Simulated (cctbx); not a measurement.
# Absolute structure of Rb3SrAlTe4

Space group P-43m (no. 215), a = 6.8930 Å, b = 6.8930 Å, c = 6.8930 Å, α = 90.00°, β = 90.00°, γ = 90.00°.

| atom | mult. | x | y | z | Ueq (Å²) |
| --- | --- | --- | --- | --- | --- |
| Te1 | 4 | 0.7749 | 0.2251 | 0.7749 | 0.0041 |
| Sr1 | 1 | 1/2 | 1/2 | 1/2 | 0.0097 |
| Rb1 | 3 | 1/2 | 0 | 0 | 0.0064 |
| Al1 | 1 | 0 | 0 | 0 | 0.0176 |

The model was made for the exercise: a known structure type with other elements put in, its volume estimated, not relaxed; displacement parameters are assumed.

Data sets are simulated with cctbx and refined with Bijvoet mates kept apart; Flack x is then fitted as the share of an inverted twin with the atoms fixed, Hooft y from the Bijvoet differences. The group is acentric but holds improper operations, so there is an absolute structure (orientation) and no hand.

Untwinned crystal. What Flack and Hooft values should come out?

| λ (Å) | extinction (unmodelled) | d min (Å) | top counts | error (%) | model | R1 | Flack x | s.u. | Hooft y | s.u. | pairs |
| --- | --- | --- | --- | --- | --- | --- | --- | --- | --- | --- | --- |
| 0.71073 | 0 | 0.77 | 5000 | 2 | as given | 0.0084 | 0.001 | 0.016 | 0.014 | 0.013 | 67 |
| 0.71073 | 0 | 0.77 | 5000 | 2 | inverted | 0.0404 | 0.998 | 0.018 | 0.997 | 0.014 | 67 |
| 1.54184 | 0.1 | 0.83 | 20000 | 1.5 | as given | 0.0057 | -0.004 | 0.005 | -0.005 | 0.006 | 54 |

With Mo Kα, x is within 3 s.u. of 0, so the absolute structure is right. With Cu Kα, x is within 3 s.u. of 0, so the absolute structure is right. Inverting the model turns x into about 1 − x.

A further crystal gives:

| λ (Å) | extinction (unmodelled) | d min (Å) | top counts | error (%) | model | R1 | Flack x | s.u. | Hooft y | s.u. | pairs |
| --- | --- | --- | --- | --- | --- | --- | --- | --- | --- | --- | --- |
| 0.71073 | 0 | 0.8 | 5000 | 2 | as given | 0.0106 | 0.144 | 0.015 | 0.143 | 0.013 | 61 |

**Question.** What is it?

It was simulated as an inversion twin with a fraction 0.15 of the inverted domain. Flack x is over 3 s.u. from both 0 and 1 and reads that fraction.
